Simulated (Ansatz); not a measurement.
# Band gap of Cs2CdPbCl6 (ordered model alloy, started on the CsPbCl3 lattice) (P4/mmm) from density functionals to GW

Wanted: a ladder of band gaps for Cs2CdPbCl6 (ordered model alloy, started on the CsPbCl3 lattice) (P4/mmm), from density functionals to G0W0.

Main program and level: Ansatz 0.2.0; density functionals, hybrids and G0W0, plane waves, PAW.

### Step 1. The structure

The structure is tetragonal, space group P4/mmm (No. 123). The conventional cell has a = 7.472 Å, b = 7.472 Å, c = 5.394 Å, α = 90.00°, β = 90.00°, γ = 90.00°. Nearest to Cs lie 12 Cl at 3.74 to 3.78 Å. Nearest to Cd lie 6 Cl at 2.52 to 2.70 Å. Pb has 6 Cl at 2.70 to 2.76 Å nearest. Nearest to Cl lie 1 Cd at 2.52 Å and 1 Pb at 2.76 Å and 4 Cs at 3.78 Å. Nearest to Cl lie 2 Cd at 2.70 Å and 4 Cs at 3.74 Å. Nearest to Cl lie 2 Pb at 2.70 Å and 4 Cs at 3.74 Å. It derives from CsPbCl3. Farther neighbours and most contacts between anions are not listed.

The structure was relaxed with LDA. The runs that relaxed it are not among those shown. Spin-orbit coupling is left out unless a step names it.

The logs state that the PAW files were generated under PBE.

### Step 2. LDA on the 4×4×4 mesh

Levels along a band path and on the mesh show where this functional puts the band edges.

This step: DFT, LDA, plane waves, PAW; PAW set soft_1.

input.yaml

```yaml
crystal:
  lattice:
    - [-5.2837281916, 5.3936528615, 5.2837281916]
    - [5.2837281916, -5.3936528615, 5.2837281916]
    - [5.2837281916, 5.3936528615, -5.2837281916]
  atoms:
    - { symbol: Cs, position: [0.0, 0.0, 0.0] }
    - { symbol: Cs, position: [0.5, 0.5, 0.0] }
    - { symbol: Cs, position: [0.5, 0.0, 0.5] }
    - { symbol: Cs, position: [0.0, 0.5, 0.5] }
    - { symbol: Cd, position: [0.5, 0.5, 0.5] }
    - { symbol: Pb, position: [0.0, 0.0, 0.5] }
    - { symbol: Cd, position: [0.0, 0.5, 0.0] }
    - { symbol: Pb, position: [0.5, 0.0, 0.0] }
    - { symbol: Cl, position: [0.2614583485, 0.2614583485, 0.5] }
    - { symbol: Cl, position: [0.7385416515, 0.7385416515, 0.5] }
    - { symbol: Cl, position: [0.7614583485, 0.2614583485, 0.0] }
    - { symbol: Cl, position: [0.2385416515, 0.7385416515, 0.0] }
    - { symbol: Cl, position: [0.5, 0.2614583485, 0.2614583485] }
    - { symbol: Cl, position: [0.0, 0.7385416515, 0.2385416515] }
    - { symbol: Cl, position: [0.0, 0.2614583485, 0.7614583485] }
    - { symbol: Cl, position: [0.5, 0.7385416515, 0.7385416515] }
    - { symbol: Cl, position: [0.25, 0.5, 0.25] }
    - { symbol: Cl, position: [0.75, 0.0, 0.25] }
    - { symbol: Cl, position: [0.75, 0.5, 0.75] }
    - { symbol: Cl, position: [0.25, 0.0, 0.75] }
kpoints:
  mp_grid: { grid: [4, 4, 4] }
  band_path:
    path:
      - [[0.0, 0.0, 0.0], [0.5, 0.0, 0.0]]
      - [[0.0, 0.5, 0.0], [0.0, 0.0, 0.0], [0.0, 0.0, 0.5]]
      - [[0.5, 0.5, 0.5], [0.0, 0.0, 0.0]]
    npoints: 10
hamiltonian:
  xc: lda
  pseudopotentials: { kind: paw, azcp: { folder: soft_1 }, xc_functional: pbe }
scf:
  occupations: { method: fermi_dirac, width: 0.02 }
  n_extra_bands: 10
output:
  eigenvalues: true
  forces: true
  stress: true
  write_density: true
  write_potential: true
  elf: true
  volumetric_format: npy
```

The run is started by

```sh
ansatz run input.yaml --threads 4 --pin off --max-ram 17510MiB --backend cpu --events-out ev --progress --plain --runs-dir out
```

Numbers of over 12 decimals in the logs are rounded to 6 here.

What it wrote:

```text
scf.n_extra_bands = 10 over 94 filled bands (N_el = 188.0): the run solves 104 bands
Engine: ansatz 0.2.0, aarch64-unknown-linux-gnu
Pseudopotentials: kind: paw
Pseudopotential: Cs, paw, valence charge 9, recommended cutoff 420 eV (normal), soft_1/Cs.paw.azcp
Pseudopotential: Cd, paw, valence charge 20, recommended cutoff 420 eV (normal), soft_1/Cd.paw.azcp
Pseudopotential: Pb, paw, valence charge 14, recommended cutoff 420 eV (normal), soft_1/Pb.paw.azcp
Pseudopotential: Cl, paw, valence charge 7, recommended cutoff 420 eV (normal), soft_1/Cl.paw.azcp
Functional definition: SPW92
  exchange = slater_x
  correlation = pw_c
Crystal: 20 atoms, lattice volume = 602.315 Å³
Basis set: ecut = 420 eV, 11779 PW (Γ)
Bands: 104, of which v1, the nominal top of the filled ones, is band 94 counted from 1 (93 counted from 0)
Symmetry: 32 space group operations
Space group: P4/mmm (ITA 123), of the structure as read, at distance tolerance 8.4e-5 Å
k-points: 13 of 64
Non-local potential: Cs, projectors of the file, l = 0: 3, l = 1: 2, l = 2: 2, l = 3: 2
Non-local potential: Cd, projectors of the file, l = 0: 3, l = 1: 2, l = 2: 2, l = 3: 1
Non-local potential: Pb, projectors of the file, l = 0: 2, l = 1: 2, l = 2: 2, l = 3: 1
Non-local potential: Cl, projectors of the file, l = 0: 2, l = 1: 2, l = 2: 1
PAW form: soft (Blöchl's): semilocal exchange-correlation on the pseudo side does not see the compensation charge
PAW frozen core: Cs, regenerated for the run's functional, and the local potential with it (the file was generated under x = pbe(κ = 0.804, μ = 0.219515), c = pbe(β = 0.066725))
PAW frozen core: Cd, regenerated for the run's functional, and the local potential with it (the file was generated under x = pbe(κ = 0.804, μ = 0.219515), c = pbe(β = 0.066725))
PAW frozen core: Pb, regenerated for the run's functional, and the local potential with it (the file was generated under x = pbe(κ = 0.804, μ = 0.219515), c = pbe(β = 0.066725))
PAW frozen core: Cl, regenerated for the run's functional, and the local potential with it (the file was generated under x = pbe(κ = 0.804, μ = 0.219515), c = pbe(β = 0.066725))
PAW one-centre angular grid: Cs, 194 points (default); XC on 64 Gauss nodes
PAW one-centre angular grid: Cd, 590 points (default); XC on 64 Gauss nodes
PAW one-centre angular grid: Pb, 590 points (default); XC on 64 Gauss nodes
PAW one-centre angular grid: Cl, 110 points (default); XC on 64 Gauss nodes
Initial density: superposition of atomic densities (chi_scale 0.1, normalization cell, long waves kept (reshape's long-wave potential 0.05 eV rms))
Initial wavefunctions: pseudopotential atomic-orbital guess
Functional: x = slater, c = lda
SCF iter   1: F=—  HF=-74031.622137 eV  |F-HF|=—  |Δ(HF+E_count)|=         —  Δρ=4.48e-2  dr2=2.33e1  ethr=3.10e-3  ⟨swp⟩=10.5  Hψ=6908  notcnv=0  defer=1
preconditioner: auto → Resta (q_TF=auto, 2.247 Å⁻¹)  ε∞=3.7  [insulator: Δε(μ)=0.363 eV  Ē_g=11.797 eV  σ=0.020 eV  W_gap=1.00  n_scr=134 (ndim 8)  ℏωp=19.4 eV  f_vac=0.009  D(μ)=0.00/eV (n_scr^D=0)  ε∞_Penn≈3.7]
SCF iter   2: F=—  HF=-74024.239371 eV  |F-HF|=—  |Δ(HF+E_count)|=    7.38e0  Δρ=1.35e-2  dr2=3.53e0  ethr=3.10e-3  ⟨swp⟩=4.7  Hψ=3220  notcnv=0  defer=56
SCF iter   3: F=—  HF=-74022.871710 eV  |F-HF|=—  |Δ(HF+E_count)|=    1.37e0  Δρ=5.38e-3  dr2=6.24e-1  ethr=1.88e-3  ⟨swp⟩=4.6  Hψ=2488  notcnv=0  defer=58
SCF iter   4: F=—  HF=-74022.564787 eV  |F-HF|=—  |Δ(HF+E_count)|=   3.07e-1  Δρ=2.02e-3  dr2=5.13e-2  ethr=3.32e-4  ⟨swp⟩=5.2  Hψ=2795  notcnv=0  defer=60
SCF iter   5: F=—  HF=-74022.545997 eV  |F-HF|=—  |Δ(HF+E_count)|=   1.88e-2  Δρ=7.28e-4  dr2=3.29e-3  ethr=2.73e-5  ⟨swp⟩=3.9  Hψ=2345  notcnv=0  defer=63
SCF iter   6: F=—  HF=-74022.545672 eV  |F-HF|=—  |Δ(HF+E_count)|=   3.25e-4  Δρ=1.45e-4  dr2=1.58e-4  ethr=1.75e-6  ⟨swp⟩=2.0  Hψ=2595  notcnv=0  defer=63
SCF iter   7: F=—  HF=-74022.545690 eV  |F-HF|=—  |Δ(HF+E_count)|=   1.77e-5  Δρ=4.17e-5  dr2=1.26e-5  ethr=8.42e-8  ⟨swp⟩=2.4  Hψ=2162  notcnv=0  defer=63
SCF iter   8: F=—  HF=-74022.545701 eV  |F-HF|=—  |Δ(HF+E_count)|=   1.15e-5  Δρ=8.38e-6  dr2=5.09e-7  ethr=6.68e-9  ⟨swp⟩=2.0  Hψ=2332  notcnv=0  defer=63
SCF iter   9: F=-74022.545701 eV  HF=-74022.545701 eV  |F-HF|=3.28e-8  |Δ(HF+E_count)|=   2.31e-7  Δρ=3.25e-6  dr2=9.53e-8  ethr=5.32e-11  ⟨swp⟩=23.4  Hψ=13813  notcnv=0
SCF 1 converged in 9 iterations: F = -74022.545701 eV  dr2 = 9.53e-8
[...]
NSCF: frozen V_eff on 43 k-points
SCF converged after 9 iterations
Free energy (F): -74022.545701 eV
Harris-Foulkes:  -74022.545701 eV  (|F-HF|=3.28e-8)
Internal energy: -74022.545701 eV  (E = F + TS)
E sigma→0 (E₀):  -74022.545701 eV
Fermi energy:    5.572145 eV
--- Per-component energies (eV) ---
  E_band       = -1681.438281
  E_kinetic    = 3880.236629
  E_local      = -16736.646592  (includes V_loc(G=0)·N_el)
  E_nonlocal   = 1372.686132
  E_hartree    = 7081.650211
  E_xc         = -2713.314169
  E_vxc        = -2620.588466  (∫ρ·V_xc dr)
  E_paw        = -55188.079028  (= ΣΔE_a)
  E_vpaw       = -1740.445026  (= ΣTr[D̂ρ^β])
  E_aug_tail   = 0.001958  (compensation charges beyond the density's cutoff)
  E_ewald      = -11723.826875
  E_core_change = 4.746032  (= ΣΔE_core)
  E_smearing   = -0.000000  (= −TS)
  E_closure    = 0.000000  (closes the sum)
  Σ components = -74022.545701   (vs F -74022.545701, Δ=0.00e0)
--- Forces (eV/Å), atoms counted from 1 ---
  atom   1  Cs     0.00000000    -0.00000000     0.00000000
  atom   2  Cs     0.00000000    -0.00000000     0.00000000
  atom   3  Cs     0.00000000    -0.00000000     0.00000000
  atom   4  Cs     0.00000000    -0.00000000     0.00000000
  atom   5  Cd     0.00000000    -0.00000000     0.00000000
  atom   6  Pb     0.00000000    -0.00000000     0.00000000
  atom   7  Cd     0.00000000    -0.00000000     0.00000000
  atom   8  Pb     0.00000000    -0.00000000     0.00000000
  atom   9  Cl    -0.00000000     0.00000000    -0.01430412
  atom  10  Cl    -0.00000000    -0.00000000     0.01430412
  atom  11  Cl    -0.00000000     0.00000000    -0.01430412
  atom  12  Cl     0.00000000    -0.00000000     0.01430412
  atom  13  Cl    -0.01430412    -0.00000000    -0.00000000
  atom  14  Cl     0.01430412     0.00000000     0.00000000
  atom  15  Cl    -0.01430412    -0.00000000    -0.00000000
  atom  16  Cl     0.01430412     0.00000000     0.00000000
  atom  17  Cl     0.00000000    -0.00000000    -0.00000000
  atom  18  Cl     0.00000000     0.00000000     0.00000000
  atom  19  Cl     0.00000000    -0.00000000     0.00000000
  atom  20  Cl     0.00000000     0.00000000     0.00000000
  max |Σ_I F_I| component: 1.04e-17 eV/Å
--- Stress (GPa, compression-positive) ---
        0.003566      -0.000000       0.000000
        0.000000      -0.139711      -0.000000
        0.000000      -0.000000       0.003566
  P = ⅓ Tr σ = -0.0442 GPa (-0.442 kbar)
--- Band table (eV; the first three rows and the last of 13) ---
  k-point 0: bands = [... 90 lower, 3.0103, 3.0103, 3.2075, 4.7400, 7.5090, 8.0756, 8.2732, 8.2732, ... 6 higher]
  k-point 1: bands = [... 90 lower, 2.9258, 2.9565, 3.0427, 4.2656, 7.5001, 7.8985, 8.1369, 8.2710, ... 6 higher]
  k-point 2: bands = [... 90 lower, 2.8614, 2.8614, 3.4862, 3.4862, 7.3723, 7.3723, 8.2843, 8.2843, ... 6 higher]
  k-point 12: bands = [... 90 lower, 3.0521, 3.0521, 3.9895, 4.2324, 7.2146, 7.5768, 7.5768, 7.8325, ... 6 higher]
```

Elapsed: 53 s, on 4 threads of Arm Neoverse V1, shared host; peak memory 2.5 GiB; 3.5 min of CPU time.

Reading the cycles: dr2 is the Hartree energy of the density residual (eV), the measure of convergence; HF is the Harris–Foulkes estimate of the energy, which meets the free energy F at convergence.

Numbers from this step:

- pressure: -0.04419 GPa
- filled bands: 94
- gap: 1.678 eV
- valence top at: Γ
- conduction bottom at: Y
- least direct gap: 2.334 eV

Over mesh and path the gap is 1.678 eV, in a supercell, where edges may be folded.

### Step 3. r2SCAN on the 4×4×4 mesh

r2SCAN is a meta-GGA: it depends on the kinetic-energy density as well as on the density and its gradient.

This step: DFT, r2SCAN, plane waves, PAW; PAW set soft_1.

Edit input.yaml of step 2 so:

```diff
@@ -30,11 +30,13 @@
     path:
-      - [[0.0, 0.0, 0.0], [0.5, 0.0, 0.0]]
-      - [[0.0, 0.5, 0.0], [0.0, 0.0, 0.0], [0.0, 0.0, 0.5]]
-      - [[0.5, 0.5, 0.5], [0.0, 0.0, 0.0]]
-    npoints: 10
+      - [0.0, 0.0, 0.0]
+      - [0.5, 0.0, 0.0]
+      - [0.0, 0.5, 0.0]
+      - [0.0, 0.0, 0.5]
+      - [0.5, 0.5, 0.5]
+    npoints: 1
 hamiltonian:
-  xc: lda
-  pseudopotentials: { kind: paw, azcp: { folder: soft_1 }, xc_functional: pbe }
+  xc: r2scan
+  pseudopotentials: { kind: paw, azcp: { folder: soft_1 } }
 scf:
-  occupations: { method: fermi_dirac, width: 0.02 }
+  occupations: { method: fixed }
   n_extra_bands: 10
@@ -44,5 +46 @@
   stress: true
-  write_density: true
-  write_potential: true
-  elf: true
-  volumetric_format: npy
```

What it wrote:

```text
[...]
Crystal: 20 atoms, lattice volume = 602.315 Å³
Basis set: ecut = 500 eV, 15243 PW (Γ), exchange–correlation on 288×288×288 points (64 copies of the dense FFT grid, shifted against one another)
Bands: 104, of which v1, the nominal top of the filled ones, is band 94 counted from 1 (93 counted from 0)
Symmetry: 32 space group operations
[...]
k-points: 13 of 64
[...]
SCF iter   1: F=—  HF=-76171.168309 eV  |F-HF|=—  |Δ(HF+E_count)|=         —  Δρ=4.47e-2  dr2=2.03e1  dr2_τ=8.30e-2  ethr=3.10e-3  ⟨swp⟩=5.5  Hψ=4990  notcnv=0  defer=96
[...]
SCF iter   9: F=-76163.850789 eV  HF=-76163.850789 eV  |F-HF|=1.92e-9  |Δ(HF+E_count)|=   2.30e-7  Δρ=1.50e-6  dr2=2.00e-8  dr2_τ=1.26e-9  ethr=5.32e-11  ⟨swp⟩=18.0  Hψ=9950  notcnv=0
SCF 1 converged in 9 iterations: F = -76163.850789 eV  dr2 = 2.00e-8
[...]
NSCF: frozen V_eff on 5 k-points
[...]
atom   7  Cd     0.00000000    -0.00000000     0.00000000
  atom   8  Pb     0.00000000     0.00000000     0.00000000
[...]
atom  17  Cl     0.00000000     0.00000000    -0.00000000
  atom  18  Cl     0.00000000     0.00000000    -0.00000000
  atom  19  Cl     0.00000000     0.00000000    -0.00000000
  atom  20  Cl     0.00000000     0.00000000    -0.00000000
  max |Σ_I F_I| component: 1.33e-17 eV/Å
--- Stress (GPa, compression-positive) ---
        3.054957       0.000000       0.000000
        0.000000       2.718268       0.000000
        0.000000       0.000000       3.054957
  P = ⅓ Tr σ = 2.9427 GPa (29.427 kbar)
--- Band table (eV; the first three rows and the last of 13) ---
  k-point 0: bands = [... 90 lower, 2.8807, 2.8807, 3.0980, 4.8566, 8.2032, 8.9270, 8.9865, 8.9865, ... 6 higher]
  k-point 1: bands = [... 90 lower, 2.8299, 2.8373, 2.9357, 4.3823, 8.2618, 8.6322, 8.8215, 8.9887, ... 6 higher]
  k-point 2: bands = [... 90 lower, 2.7397, 2.7397, 3.5545, 3.5545, 8.1261, 8.1261, 9.0125, 9.0125, ... 6 higher]
  k-point 12: bands = [... 90 lower, 2.9203, 2.9203, 4.0110, 4.3182, 7.9343, 8.3198, 8.3198, 8.6279, ... 6 higher]
[key lines of the parts left out:]
SCF converged after 9 iterations
Free energy (F): -76163.850789 eV
Fermi energy:    4.856590 eV
```

Run time: 52 s. Hardware: 4 threads; peak memory 3.7 GiB.

This step gave:

| Item | Value |
| --- | --- |
| pressure | 2.943 GPa |
| gap | 2.349 eV |
| valence top at | Γ |
| conduction bottom at | Y |
| least direct gap | 2.979 eV |

Over mesh and listed points the gap is 2.349 eV, in a supercell, where edges may be folded. r2SCAN against LDA: 2.349 − 1.678 = +0.671 eV. The runs also differ in plane-wave cutoff (420 eV and 500 eV), so how much of this comes from the functional alone is not known.

### Step 4. HSE06 on the 2×2×2 mesh

HSE06 mixes in a quarter of exact exchange at short range.

This step: DFT, HSE06, plane waves, PAW; PAW set soft_1.

Edit input.yaml of step 3 so:

```diff
@@ -27,3 +27,3 @@
 kpoints:
-  mp_grid: { grid: [4, 4, 4] }
+  mp_grid: { grid: [2, 2, 2] }
   band_path:
@@ -37,3 +37,3 @@
 hamiltonian:
-  xc: r2scan
+  xc: hse06
   pseudopotentials: { kind: paw, azcp: { folder: soft_1 } }
@@ -44,3 +44,5 @@
   eigenvalues: true
-  forces: true
-  stress: true
+  write_density: true
+  write_potential: true
+  elf: true
+  volumetric_format: npy
```

What it wrote:

```text
[...]
davidson cushion auto → on  (no smearing: the cushion is to keep the highest requested band from converging to the state above it; pin scf.eigensolver.cushion to override)
Crystal: 20 atoms, lattice volume = 602.315 Å³
Basis set: ecut = 420 eV, 11779 PW (Γ)
Bands: 104, of which v1, the nominal top of the filled ones, is band 94 counted from 1 (93 counted from 0)
Symmetry: 32 space group operations
[...]
k-points: 4 of 8
[...]
E sigma→0 (E₀):  -76036.927426 eV
Fermi energy:    4.582077 eV
[...]
--- Band table (eV) ---
  k-point 0: bands = [... 90 lower, 2.3037, 2.3324, 2.5989, 4.5821, 8.3068, 9.1352, 9.1431, 9.1431, ... 6 higher]
  k-point 1: bands = [... 90 lower, 2.1709, 2.1709, 3.1765, 3.1765, 8.3167, 8.3167, 9.1591, 9.1591, ... 6 higher]
  k-point 2: bands = [... 90 lower, 2.2091, 2.2941, 2.5737, 3.9261, 7.3720, 8.0752, 8.2706, 9.5499, ... 6 higher]
  k-point 3: bands = [... 90 lower, 2.3432, 2.3432, 3.6410, 4.0001, 8.0278, 8.4411, 8.4411, 8.9205, ... 6 higher]
[key lines of the parts left out:]
Free energy (F): -76036.927426 eV
```

The job ended after 4.2 min (4 threads; peak memory 6.7 GiB).

Numbers from this step:

* gap: 2.790 eV
* valence top at: Γ
* conduction bottom at: Y
* least direct gap: 3.446 eV
* exact-exchange fraction: 0.25

Over mesh and listed points the gap is 2.790 eV, in a supercell, where edges may be folded. HSE06 against LDA: 2.790 − 1.678 = +1.112 eV. The runs also differ in mesh (4×4×4 and 2×2×2), so how much of this comes from the functional alone is not known.

[end of part 1 of 2]

[Paths, hosts, dates, memory and timing lines, banners, echoed tables and standing remarks are left out of the program output.]

[Logs are printed without paths, hosts, clocks, repeated set-up lines and the standing remarks that a program may print on its own settings, such as how far it seeks lower states.]

[Runs of the session that timed out or met a known fault of the program may be left out.]

[Cells called generated may have been cut or substituted from an entry of the Crystallography Open Database or the Materials Project.]

[Hosts, paths, dates, database ids (printed as entryN), source tags and the programs' standing remarks are cut or masked in the printed files.]

[Where an RPA ε∞ is given, it is that of the G0W0 mesh and is not shown converged in it. Names of k-points follow the symmetry that the program found, which can be lower than the space group named. Band edges on a path are those of the sampled points; other points can move an edge, and change direct to indirect where valleys lie close.]

[Hybrid gaps are those of their k-mesh and are not shown converged in it.]
